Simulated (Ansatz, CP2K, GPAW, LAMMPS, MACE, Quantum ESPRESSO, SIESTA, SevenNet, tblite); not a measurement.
## Glassy 83P2O5-8BaO-8K2O (mol %) (75 atoms): runs against a plane-wave reference

Density of this cell: 2.66 g/cm³. The cell holds 75 atoms: 20 P, 1 Ba, 2 K and 52 O. Cell: a = 10.140 Å, b = 10.140 Å, c = 10.140 Å, α = 90.0°, β = 90.0°, γ = 90.0°. 75 atoms (20 P, 1 Ba, 2 K, 52 O) placed at random at 2.53 g/cm³, melted at 4000 K for 10 ps at fixed volume with the Morse and Coulomb pair potential with partial charges (Pedone, Malavasi, Menziani, Cormack and Segre, J. Phys. Chem. B 110, 11780 (2006)). Quenched from 4000 K to 300 K at 20 K/ps and fixed volume, held 10 ps at zero pressure.

Geometry: as built.

The reference, a calculation:

- method: Kohn-Sham DFT, PBE, PAW, plane waves (Ansatz 0.2.0); cutoff 420 eV, Γ point, fermi-dirac smearing of 0.05 eV; PAW set soft_2
- r.m.s. force component: 1.543 eV/Å
- longest force: 8.113 eV/Å
- pressure: 2.391 GPa
- gap (highest filled to lowest empty level): 0.2593 eV
- SCF cycles: 13
- time: 9.6 s on 8 threads of Arm Neoverse V1, shared host
- CPU time: 68 s

Runs, in no order:
A. GPAW PBE, LCAO dzp, h 0.18 Å: Kohn-Sham DFT, PBE, PAW, atomic orbitals (dzp)
B. SevenNet 0 potential: machine-learned interatomic potential SevenNet 0, trained on PBE(+U) plane-wave data
C. SIESTA PBE, SZP, shift 0.01 Ry, mesh 500 Ry: Kohn-Sham DFT, PBE, PseudoDojo 0.4.1 norm-conserving pseudopotentials (converted to PSML), numerical atomic orbitals (SZP), diagonalisation
D. CP2K PBE, DZVP-MOLOPT-SR, 600/50 Ry, diagonalisation: Kohn-Sham DFT, PBE, GTH-PBE pseudopotentials, Gaussian and plane waves, DZVP-MOLOPT-SR-GTH, diagonalisation
E. QE PBE, sssp-1.3.0-efficiency, 60/480 Ry: Kohn-Sham DFT, PBE, SSSP efficiency 1.3.0 pseudopotentials, plane waves

**Question.** Rank the runs by how far their forces lie from the reference's, least first.

E, D, B, A, C.

```tsv
run	Δ force, r.m.s. (meV/Å)	share of r.m.s. force (%)	CPU time
E. QE PBE, sssp-1.3.0-efficiency, 60/480 Ry	96.0	6.22	17 min
D. CP2K PBE, DZVP-MOLOPT-SR, 600/50 Ry, diagonalisation	152	9.85	4.9 min
B. SevenNet 0 potential	265	17.2	8.7 s
A. GPAW PBE, LCAO dzp, h 0.18 Å	551	35.7	2.7 min
C. SIESTA PBE, SZP, shift 0.01 Ry, mesh 500 Ry	893	57.9	4.8 min
```

Machine-learned potentials mimic data converged in k, so the reference's own k-point error enters their differences. The network of bonds at the start is that of the classical potential that made the cell, and needn't be the one that DFT or experiment would give. The electronic-structure runs sample only Γ, in a cell whose shortest periodic width is 10 Å.

[Logs are printed without paths, hosts, clocks, repeated set-up lines and the standing remarks that a program may print on its own settings, such as how far it seeks lower states.]

[Hosts, paths, dates, database ids (printed as entryN), source tags and the programs' standing remarks are cut or masked in the printed files.]
